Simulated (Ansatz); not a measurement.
## Work function of Zr(0001): what the settings cost and change

Aim: the work function of Zr(0001) across levels of theory at one geometry.

Program: Ansatz 0.2.0. Level of theory: plane-wave DFT, PBE, Ansatz PAW, in the first sound run; inputs show where later runs differ. Results are calculated unless marked as measured.

**1. Set-up**

The cell holds 7 atoms: 7 Zr. Its edges and angles: a = 3.230 Å, b = 3.230 Å, c = 33.436 Å, α = 90.0°, β = 90.0°, γ = 60.0°. Vacuum lies along c.

**2. Slab, setting PBE, Ansatz PAW (420 eV)**

A work function rests on the faint tail of the density, so the SCF threshold is tight. PBE on the default files comes first; the next runs keep the geometry and change functional or files, each at the cutoff that its files recommend; a relaxation and, for heavy metals, spin-orbit coupling close the ladder.

Input file input.yaml:

```yaml
crystal:
  lattice:
    - [3.23, 0.0, 0.0]
    - [1.615, 2.7972620542, 0.0]
    - [0.0, 0.0, 33.43617]
  atoms:
    - { symbol: Zr, position: [0.0, 0.0, 0.2691695849] }
    - { symbol: Zr, position: [0.6666666667, 0.6666666667, 0.3461130566] }
    - { symbol: Zr, position: [0.0, 0.0, 0.4230565283] }
    - { symbol: Zr, position: [0.6666666667, 0.6666666667, 0.5] }
    - { symbol: Zr, position: [0.0, 0.0, 0.5769434717] }
    - { symbol: Zr, position: [0.6666666667, 0.6666666667, 0.6538869434] }
    - { symbol: Zr, position: [0.0, 0.0, 0.7308304151] }
kpoints:
  mp_grid: { grid: [15, 15, 1] }
hamiltonian:
  xc: pbe
scf:
  occupations: { method: fermi_dirac, width: 0.1 }
  convergence: { dr2_threshold: 1.0e-09 }
efield:
  axis: 3
  dipole_correction: true
  ramp_position: 0.97
  ramp_width: 0.06
output:
  write_potential: true
  write_density: true
  volumetric_format: npy
  elf: true
```

Started as:

```
$ ansatz run input.yaml --threads 4 --pin off --max-ram 6144MiB --backend cpu --events-out ev --progress --plain --runs-dir out
```

Numbers of over 12 decimals in the logs are rounded to 6 here.

Log:

```text
Engine: ansatz 0.2.0, aarch64-unknown-linux-gnu
Pseudopotentials: kind: paw
Pseudopotential: Zr, paw, valence charge 12, recommended cutoff 420 eV (normal), Zr.paw.azcp
Functional definition: PBE
  parameter kappa = 0.804
  parameter beta = 0.066725
  exchange = pbe_x(kappa = kappa, mu = beta*pi^2/3)
  correlation = pbe_c(beta = beta)
Crystal: 7 atoms, lattice volume = 302.101 Å³
Basis set: ecut = 420 eV, 6027 PW (Γ)
Bands: 51, of which v1, the nominal top of the filled ones, is band 42 counted from 1 (41 counted from 0)
Symmetry: 6 space group operations
k-points: 27 of 225 (time reversal used)
Non-local potential: Zr, projectors of the file, l = 0: 3, l = 1: 2, l = 2: 2, l = 3: 2
PAW form: soft (Blöchl's): semilocal exchange-correlation on the pseudo side does not see the compensation charge
PAW one-centre angular grid: Zr, 590 points (default); XC on 64 Gauss nodes
Initial density: superposition of atomic densities (neutral atoms: chi_scale 0, normalization atom), corrected by the library's trained network
Initial wavefunctions: pseudopotential atomic-orbital guess
Functional: x = pbe(κ = 0.804, μ = 0.219515), c = pbe(β = 0.066725)
SCF iter   1: F=—  HF=-29285.134985 eV  |F-HF|=—  |Δ(HF+E_count)|=         —  Δρ=5.03e-3  dr2=3.03e0  ethr=1.77e-3  p=-0.000 e·Å  D=-9.87e-14 V/Å  ΔV_dip=0.00 eV  dr2_dipole=5.46e-7  V_vac-E_F(+/−)=4.16/4.16 eV  ⟨swp⟩=7.9  Hψ=5938  notcnv=0
efield: sawtooth ramp at fractional position 0.9700 (set: `efield.ramp_position`, or a place that a band, a saddle search or an elastic batch's reference lends), width 0.0600; the density the first Hamiltonian is built on has a dipole p = -0.000 e·Å; the dipole correction subtracts the counter field D = -9.87e-14 V/Å, which shifts the + side's vacuum level by +0.00 eV against the − side's; the planar-averaged density in the ramp window peaks in size at 3.3e-5 e/Å³
preconditioner: auto → LDOS  [metal: Δε(μ)=0.014 eV  Ē_g=2.402 eV  σ=0.100 eV  W_gap=0.03  n_scr=22 (ndim 8)  ℏωp=11.3 eV  f_vac=0.409  D(μ)=10.19/eV (n_scr^D=92)  β→1.0]
SCF iter   2: F=—  HF=-29285.113234 eV  |F-HF|=—  |Δ(HF+E_count)|=   2.18e-2  Δρ=9.86e-4  dr2=1.52e-2  ethr=1.77e-3  p=-0.000 e·Å  D=-8.84e-6 V/Å  ΔV_dip=0.00 eV  dr2_dipole=1.53e-6  V_vac-E_F(+/−)=4.15/4.15 eV  ⟨swp⟩=1.0  Hψ=1593  notcnv=0
SCF iter   3: F=—  HF=-29285.113899 eV  |F-HF|=—  |Δ(HF+E_count)|=   6.66e-4  Δρ=3.19e-4  dr2=1.55e-3  ethr=1.81e-5  p=-0.000 e·Å  D=-6.25e-6 V/Å  ΔV_dip=0.00 eV  dr2_dipole=2.38e-8  V_vac-E_F(+/−)=4.18/4.18 eV  ⟨swp⟩=2.3  Hψ=1789  notcnv=0
SCF iter   4: F=—  HF=-29285.113954 eV  |F-HF|=—  |Δ(HF+E_count)|=   5.49e-5  Δρ=1.04e-4  dr2=8.40e-5  ethr=1.85e-6  p=-0.000 e·Å  D=-4.01e-6 V/Å  ΔV_dip=0.00 eV  dr2_dipole=3.79e-9  V_vac-E_F(+/−)=4.18/4.18 eV  ⟨swp⟩=2.2  Hψ=1782  notcnv=0
SCF iter   5: F=—  HF=-29285.113980 eV  |F-HF|=—  |Δ(HF+E_count)|=   2.57e-5  Δρ=3.58e-5  dr2=6.67e-6  ethr=1.00e-7  p=-0.000 e·Å  D=-2.26e-6 V/Å  ΔV_dip=0.00 eV  dr2_dipole=1.91e-11  V_vac-E_F(+/−)=4.19/4.19 eV  ⟨swp⟩=2.3  Hψ=2104  notcnv=0
SCF iter   6: F=—  HF=-29285.113645 eV  |F-HF|=—  |Δ(HF+E_count)|=   3.34e-4  Δρ=1.33e-5  dr2=1.82e-6  ethr=7.94e-9  p=-0.000 e·Å  D=-1.10e-6 V/Å  ΔV_dip=0.00 eV  dr2_dipole=2.89e-11  V_vac-E_F(+/−)=4.19/4.19 eV  ⟨swp⟩=2.4  Hψ=2414  notcnv=0
SCF iter   7: F=—  HF=-29285.113646 eV  |F-HF|=—  |Δ(HF+E_count)|=   5.27e-7  Δρ=4.35e-6  dr2=1.17e-7  ethr=2.16e-9  p=-0.000 e·Å  D=-5.59e-7 V/Å  ΔV_dip=0.00 eV  dr2_dipole=7.59e-13  V_vac-E_F(+/−)=4.19/4.19 eV  ⟨swp⟩=2.1  Hψ=2088  notcnv=0
SCF iter   8: F=—  HF=-29285.113646 eV  |F-HF|=—  |Δ(HF+E_count)|=   8.17e-8  Δρ=1.48e-6  dr2=1.44e-8  ethr=1.40e-10  p=-0.000 e·Å  D=-2.45e-7 V/Å  ΔV_dip=0.00 eV  dr2_dipole=2.71e-12  V_vac-E_F(+/−)=4.19/4.19 eV  ⟨swp⟩=2.9  Hψ=2760  notcnv=0
SCF iter   9: F=—  HF=-29285.113646 eV  |F-HF|=—  |Δ(HF+E_count)|=   1.73e-9  Δρ=5.05e-7  dr2=3.67e-9  ethr=1.71e-11  p=-0.000 e·Å  D=-9.81e-8 V/Å  ΔV_dip=0.00 eV  dr2_dipole=8.78e-13  V_vac-E_F(+/−)=4.19/4.19 eV  ⟨swp⟩=3.1  Hψ=2865  notcnv=0
SCF iter  10: F=-29285.113646 eV  HF=-29285.113646 eV  |F-HF|=1.09e-11  |Δ(HF+E_count)|=  9.17e-10  Δρ=2.28e-7  dr2=4.73e-10  ethr=1.19e-12  p=-0.000 e·Å  D=-3.21e-8 V/Å  ΔV_dip=0.00 eV  dr2_dipole=6.20e-15  V_vac-E_F(+/−)=4.19/4.19 eV  ⟨swp⟩=4.0  Hψ=3038  notcnv=0
SCF 1 converged in 10 iterations: F = -29285.113646 eV  dr2 = 4.73e-10
  greatest PAW one-centre occupation: 0.996 electrons in one spin orbital (limit 2), on the Zr atom at site 0 (counted from 0), in its partial waves of l = 0
WARN: The output density's exchange-correlation potential varies sharply where the density is thin. Do not read a vacuum level from v_tot or v_xc, or from such a field of the output density. On a cell that repeats whose density bears no net charge and no dipole along the vacuum's axis use v_es (v_loc + v_h of the components); under efield.dipole_correction with no amplitude use v_es + v_field, which holds any externa [...]
SCF converged after 10 iterations
Free energy (F): -29285.113646 eV
Harris-Foulkes:  -29285.113646 eV  (|F-HF|=1.09e-11)
Internal energy: -29284.786441 eV  (E = F + TS)
E sigma→0 (E₀):  -29284.950044 eV
Entropy (-TS):   -0.327205 eV (-46.744 meV/atom)
Fermi energy:    5.705584 eV
Dipole field:    D = 0.000000 V/Å  (p = 0.000000 e·Å, saw-weighted, corrected)
Work function:   Φ+ = 4.1924 eV   Φ− = 4.1924 eV
Levels:          The Fermi level and band energies are counted from a zero that moves with the ramp; work functions are not
--- Per-component energies (eV) ---
  E_band       = -1372.861113
  E_kinetic    = 2323.486051
  E_local      = -89512.389671  (includes V_loc(G=0)·N_el)
  E_nonlocal   = 565.204711
  E_hartree    = 43572.656603
  E_xc         = -1127.016130
  E_vxc        = -1330.324534  (∫ρ·V_xc dr)
  E_paw        = -20679.031727  (= ΣΔE_a)
  E_vpaw       = -564.149555  (= ΣTr[D̂ρ^β])
  E_aug_tail   = 0.000172  (compensation charges beyond the density's cutoff)
  E_efield     = 0.000000  (sawtooth field / dipole correction)
  E_vefield    = 0.000000  (∫n·V_field dr)
  E_ewald      = 35572.303550
  E_smearing   = -0.327205  (= −TS)
  E_closure    = 0.000000  (closes the sum)
  Σ components = -29285.113646   (vs F -29285.113646, Δ=0.00e0)
--- Band table (eV; the first three rows and the last of 27) ---
  k-point 0: bands = [... 38 lower, 6.0020, 6.3969, 6.4064, 6.4493, 6.4493, 6.4753, 6.4753, 6.5867, ... 5 higher]
  k-point 1: bands = [... 38 lower, 5.9543, 6.1785, 6.2653, 6.2777, 6.3884, 6.4060, 6.5128, 6.5413, ... 5 higher]
  k-point 2: bands = [... 38 lower, 5.7342, 5.8236, 5.9038, 5.9654, 6.0543, 6.1197, 6.3161, 6.5382, ... 5 higher]
  k-point 26: bands = [... 38 lower, 4.6163, 4.9546, 4.9549, 5.7034, 5.7437, 5.7727, 5.8439, 5.8444, ... 5 higher]
```

It took 37 s on 4 threads of Arm Neoverse N1, shared host; peak memory 0.9 GiB.

This step gave:

```
energy at zero smearing   : -29284.9500 eV
work function, upper face : 4.192 eV
```

Running mean over 2.573 Å of the planar mean; the ramp of the sawtooth is left out. Electron's electrostatic potential energy less the Fermi level against z:

```
z (Å)  electron's electrostatic potential energy less the Fermi level (eV)
    4                                                                 4.19
    5                                                                 4.16
    6                                                                 3.93
    7                                                                 2.14
    8                                                                -5.13
    9                                                                -8.44
   10                                                                -8.32
   11                                                                -8.29
   12                                                                -8.36
   13                                                                -8.38
   14                                                                -8.38
   15                                                                -8.40
   16                                                                -8.42
   17                                                                -8.42
   18                                                                -8.41
   19                                                                -8.39
   20                                                                -8.38
   21                                                                -8.38
   22                                                                -8.32
   23                                                                -8.28
   24                                                                -8.44
   25                                                                -7.54
   26                                                               -0.492
   27                                                                 3.53
   28                                                                 4.11
   29                                                                 4.18
   30                                                                 4.19
```

Valence density in the ca plane at fractional y = 0.000, with atoms of Zr within 0.2 Å of it. It is the smooth field of the valence electrons, not physical close to the nuclei.

Values in e/Å³, 5 rows by 16 columns, each cell a mean:
```
2.5 2.0 0.2 0.2 0.2 2.0 2.5 0.2 0.2 0.2 1.4 3.0 0.3 0.0 0.0 0.0
0.5 0.4 0.2 0.4 0.2 0.4 0.5 0.2 0.4 0.2 0.3 0.5 0.1 0.0 0.0 0.0
0.2 0.2 0.2 0.6 0.2 0.2 0.2 0.2 0.6 0.3 0.2 0.2 0.1 0.0 0.0 0.0
0.9 0.7 0.2 0.3 0.2 0.7 0.9 0.2 0.3 0.2 0.5 1.1 0.1 0.0 0.0 0.0
2.9 2.4 0.2 0.2 0.2 2.4 2.9 0.3 0.2 0.2 1.8 3.3 0.3 0.0 0.0 0.0
```
Columns run along c (16.0 Å, from fractional 0.40 to 0.88 of the cell), rows up along a (3.2 Å). Atoms in or near the plane, at fractional coordinates: Zr at (0.42, 0.00), Zr at (0.58, 0.00), Zr at (0.73, 0.00).

ELF in the ca plane at fractional y = 0.000, with atoms of Zr within 0.2 Å of it. It is the smooth field of the valence electrons, not physical close to the nuclei.

Ten even steps from '0' (0.00) to '9' (0.79), each cell a mean:
```
88688347767753796894367678735967961000000000
48984234323342379852343234432688721111000000
22322332232123223223322322232233222332100000
43234531354224432345313542245322345542100000
32223431343124322234322442244322234432100000
24642232222232246522322222332356411221000000
69996245544542599973355446634899941010000000
97279347888853882595378889736934971000000000
```
Columns run along c (16.0 Å, from fractional 0.40 to 0.88 of the cell), rows up along a (3.2 Å). Atoms in or near the plane, at fractional coordinates: Zr at (0.42, 0.00), Zr at (0.58, 0.00), Zr at (0.73, 0.00).

Electrostatic potential energy in the ca plane at fractional y = 0.000, with atoms of Zr within 0.2 Å of it. With pseudopotentials it is smooth inside the atoms' cores, unlike the true potential.

Ten even steps from '0' (-67 eV) to '9' (10 eV), each cell a mean:
```
51014899999998610047999999986200278999999999
75457899999999754478999999998644689999999999
98888999888899988889998888999888899999999999
99999998777899999999988778999999999999999999
99899998877899998999998778999988999999999999
87678999888999876789998889998766789999999999
62126899999998731258999999997411479999999999
40004899999998510037999999986100168999999999
```
Columns run along c (16.0 Å, from fractional 0.40 to 0.88 of the cell; values clipped at the 3rd and 97th percentile), rows up along a (3.2 Å). Atoms in or near the plane, at fractional coordinates: Zr at (0.42, 0.00), Zr at (0.58, 0.00), Zr at (0.73, 0.00).

The work function is 4.192 eV.

**3. Slab**

This step: plane-wave DFT, LDA, Ansatz PAW (Ansatz 0.2.0).

Edit input.yaml of step 2 so:

```diff
@@ -16,3 +16,3 @@
 hamiltonian:
-  xc: pbe
+  xc: lda
 scf:
@@ -29,2 +29 @@
   volumetric_format: npy
-  elf: true
```

Log:

```text
[...]
Crystal: 7 atoms, lattice volume = 302.101 Å³
Basis set: ecut = 420 eV, 6027 PW (Γ)
Bands: 51, of which v1, the nominal top of the filled ones, is band 42 counted from 1 (41 counted from 0)
Symmetry: 6 space group operations
k-points: 27 of 225 (time reversal used)
[...]
k-point 0: bands = [... 38 lower, 5.7577, 6.1377, 6.1777, 6.1777, 6.2032, 6.2032, 6.2172, 6.3152, ... 5 higher]
  k-point 1: bands = [... 38 lower, 5.6969, 5.9627, 6.0002, 6.0136, 6.1302, 6.1438, 6.2698, 6.2718, ... 5 higher]
  k-point 2: bands = [... 38 lower, 5.5026, 5.5651, 5.6532, 5.7049, 5.8308, 5.8656, 6.0566, 6.2779, ... 5 higher]
  k-point 26: bands = [... 38 lower, 4.3995, 4.7149, 4.7149, 5.4886, 5.5186, 5.5478, 5.6107, 5.6112, ... 5 higher]
[key lines of the parts left out:]
SCF converged after 10 iterations
Free energy (F): -28540.020638 eV
Fermi energy:    5.462723 eV
Dipole field:    D = -0.000000 V/Å  (p = -0.000000 e·Å, saw-weighted, corrected)
Work function:   Φ+ = 4.3983 eV   Φ− = 4.3983 eV
```

Elapsed: 38 s, on 4 threads; peak memory 0.89 GiB; 1.9 min of CPU time.

The work function is 4.398 eV, +0.206 eV from the run “PBE, Ansatz PAW (420 eV)”, at 1.0 times its CPU time.

**4. Run**

This step: plane-wave DFT, PBEsol, Ansatz PAW (Ansatz 0.2.0).

Edit input.yaml of step 3 so:

```diff
@@ -16,3 +16,3 @@
 hamiltonian:
-  xc: lda
+  xc: pbesol
 scf:
```

Log:

```text
[...]
Crystal: 7 atoms, lattice volume = 302.101 Å³
Basis set: ecut = 420 eV, 6027 PW (Γ)
Bands: 51, of which v1, the nominal top of the filled ones, is band 42 counted from 1 (41 counted from 0)
Symmetry: 6 space group operations
k-points: 27 of 225 (time reversal used)
[...]
k-point 0: bands = [... 38 lower, 5.8963, 6.2891, 6.3108, 6.3376, 6.3376, 6.3642, 6.3642, 6.4744, ... 5 higher]
  k-point 1: bands = [... 38 lower, 5.8474, 6.0777, 6.1550, 6.1672, 6.2782, 6.2979, 6.4088, 6.4299, ... 5 higher]
  k-point 2: bands = [... 38 lower, 5.6296, 5.7135, 5.7948, 5.8574, 5.9519, 6.0105, 6.2071, 6.4306, ... 5 higher]
  k-point 26: bands = [... 38 lower, 4.5117, 4.8509, 4.8511, 5.6072, 5.6424, 5.6734, 5.7425, 5.7430, ... 5 higher]
[key lines of the parts left out:]
SCF converged after 10 iterations
Free energy (F): -28898.446399 eV
Fermi energy:    5.599086 eV
Dipole field:    D = 0.000000 V/Å  (p = 0.000000 e·Å, saw-weighted, corrected)
Work function:   Φ+ = 4.2687 eV   Φ− = 4.2687 eV
```

Elapsed: 41 s, on 4 threads; peak memory 0.91 GiB.

The work function is 4.269 eV, +0.076 eV from the run “PBE, Ansatz PAW (420 eV)”, at 1.0 times its CPU time.

**5. Slab**

This step: plane-wave DFT, RPBE, Ansatz PAW (Ansatz 0.2.0).

Edit input.yaml of step 4 so:

```diff
@@ -16,3 +16,3 @@
 hamiltonian:
-  xc: pbesol
+  xc: rpbe
 scf:
```

Log:

```text
[...]
Crystal: 7 atoms, lattice volume = 302.101 Å³
Basis set: ecut = 420 eV, 6027 PW (Γ)
Bands: 51, of which v1, the nominal top of the filled ones, is band 42 counted from 1 (41 counted from 0)
Symmetry: 6 space group operations
k-points: 27 of 225 (time reversal used)
[...]
k-point 0: bands = [... 38 lower, 6.1085, 6.4911, 6.5047, 6.5608, 6.5608, 6.5872, 6.5872, 6.6979, ... 5 higher]
  k-point 1: bands = [... 38 lower, 6.0656, 6.2704, 6.3754, 6.3873, 6.4965, 6.5148, 6.6086, 6.6527, ... 5 higher]
  k-point 2: bands = [... 38 lower, 5.8337, 5.9325, 6.0091, 6.0782, 6.1523, 6.2258, 6.4252, 6.6475, ... 5 higher]
  k-point 26: bands = [... 38 lower, 4.7137, 5.0585, 5.0589, 5.7958, 5.8395, 5.8697, 5.9404, 5.9409, ... 5 higher]
[key lines of the parts left out:]
SCF converged after 10 iterations
Free energy (F): -29333.035685 eV
Fermi energy:    5.808701 eV
Dipole field:    D = -0.000000 V/Å  (p = -0.000001 e·Å, saw-weighted, corrected)
Work function:   Φ+ = 4.0707 eV   Φ− = 4.0707 eV
```

Wall time 38 s (4 threads); peak memory 0.9 GiB.

The work function is 4.071 eV, -0.122 eV from the run “PBE, Ansatz PAW (420 eV)”, at 0.99 times its CPU time.

**6. Run**

This step: plane-wave DFT, r2SCAN, Ansatz PAW (Ansatz 0.2.0).

Edit input.yaml of step 5 so:

```diff
@@ -16,3 +16,3 @@
 hamiltonian:
-  xc: rpbe
+  xc: r2scan
 scf:
```

Log:

```text
[...]
Crystal: 7 atoms, lattice volume = 302.101 Å³
Basis set: ecut = 500 eV, 7627 PW (Γ), exchange–correlation on 96×96×1000 points (64 copies of the dense FFT grid, shifted against one another)
Bands: 51, of which v1, the nominal top of the filled ones, is band 42 counted from 1 (41 counted from 0)
Symmetry: 6 space group operations
[...]
k-point 0: bands = [... 38 lower, 6.0303, 6.2895, 6.4772, 6.5592, 6.5592, 6.5864, 6.5864, 6.6335, ... 5 higher]
  k-point 1: bands = [... 38 lower, 5.9911, 6.1056, 6.3468, 6.3502, 6.4155, 6.4798, 6.5336, 6.6562, ... 5 higher]
  k-point 2: bands = [... 38 lower, 5.6809, 5.8735, 5.8913, 6.0186, 6.0489, 6.1762, 6.3931, 6.6304, ... 5 higher]
  k-point 26: bands = [... 38 lower, 4.5013, 4.8881, 4.8886, 5.6050, 5.6839, 5.7179, 5.8159, 5.8164, ... 5 higher]
[key lines of the parts left out:]
SCF converged after 12 iterations
Free energy (F): -29363.216166 eV
Fermi energy:    5.699866 eV
Dipole field:    D = -0.000000 V/Å  (p = -0.000000 e·Å, saw-weighted, corrected)
Work function:   Φ+ = 4.2687 eV   Φ− = 4.2687 eV
```

It took 88 s on 4 threads; peak memory 1.5 GiB; 4.4 min of CPU time.

The work function is 4.269 eV, +0.076 eV from the run “PBE, Ansatz PAW (420 eV)”, at 2.3 times its CPU time.

**7. Run**

This step: plane-wave DFT, PBE, JTH PAW (Ansatz 0.2.0).

Edit input.yaml of step 6 so:

```diff
@@ -16,3 +16,4 @@
 hamiltonian:
-  xc: r2scan
+  xc: pbe
+  pseudopotentials: { kind: paw, source: jth }
 scf:
```

Log:

```text
[...]
k-point 0: bands = [... 38 lower, 5.9174, 6.3128, 6.3184, 6.3653, 6.3653, 6.3914, 6.3914, 6.5025, ... 5 higher]
  k-point 1: bands = [... 38 lower, 5.8698, 6.0919, 6.1813, 6.1934, 6.3039, 6.3214, 6.4268, 6.4572, ... 5 higher]
  k-point 2: bands = [... 38 lower, 5.6484, 5.7396, 5.8187, 5.8810, 5.9684, 6.0352, 6.2317, 6.4538, ... 5 higher]
  k-point 26: bands = [... 38 lower, 4.5302, 4.8690, 4.8693, 5.6170, 5.6577, 5.6866, 5.7585, 5.7590, ... 5 higher]
[key lines of the parts left out:]
SCF converged after 12 iterations
Free energy (F): -29256.826680 eV
Fermi energy:    5.620377 eV
Dipole field:    D = 0.000001 V/Å  (p = 0.000001 e·Å, saw-weighted, corrected)
Work function:   Φ+ = 4.1936 eV   Φ− = 4.1936 eV
```

It took 2.2 min on 4 threads; peak memory 2.4 GiB; 7 min of CPU time.

The work function is 4.194 eV, +0.001 eV from the run “PBE, Ansatz PAW (420 eV)”, at 3.7 times its CPU time.

[end of part 1 of 2]

[Logs are printed without paths, hosts, clocks, repeated set-up lines and the standing remarks that a program may print on its own settings, such as how far it seeks lower states.]

[Hosts, paths, dates, database ids (printed as entryN), source tags and the programs' standing remarks are cut or masked in the printed files.]

[Maps of the electrostatic potential energy from Ansatz leave out the sawtooth potential of an applied field or a dipole correction, so their vacuum need not be flat; planar profiles and work functions include it.]
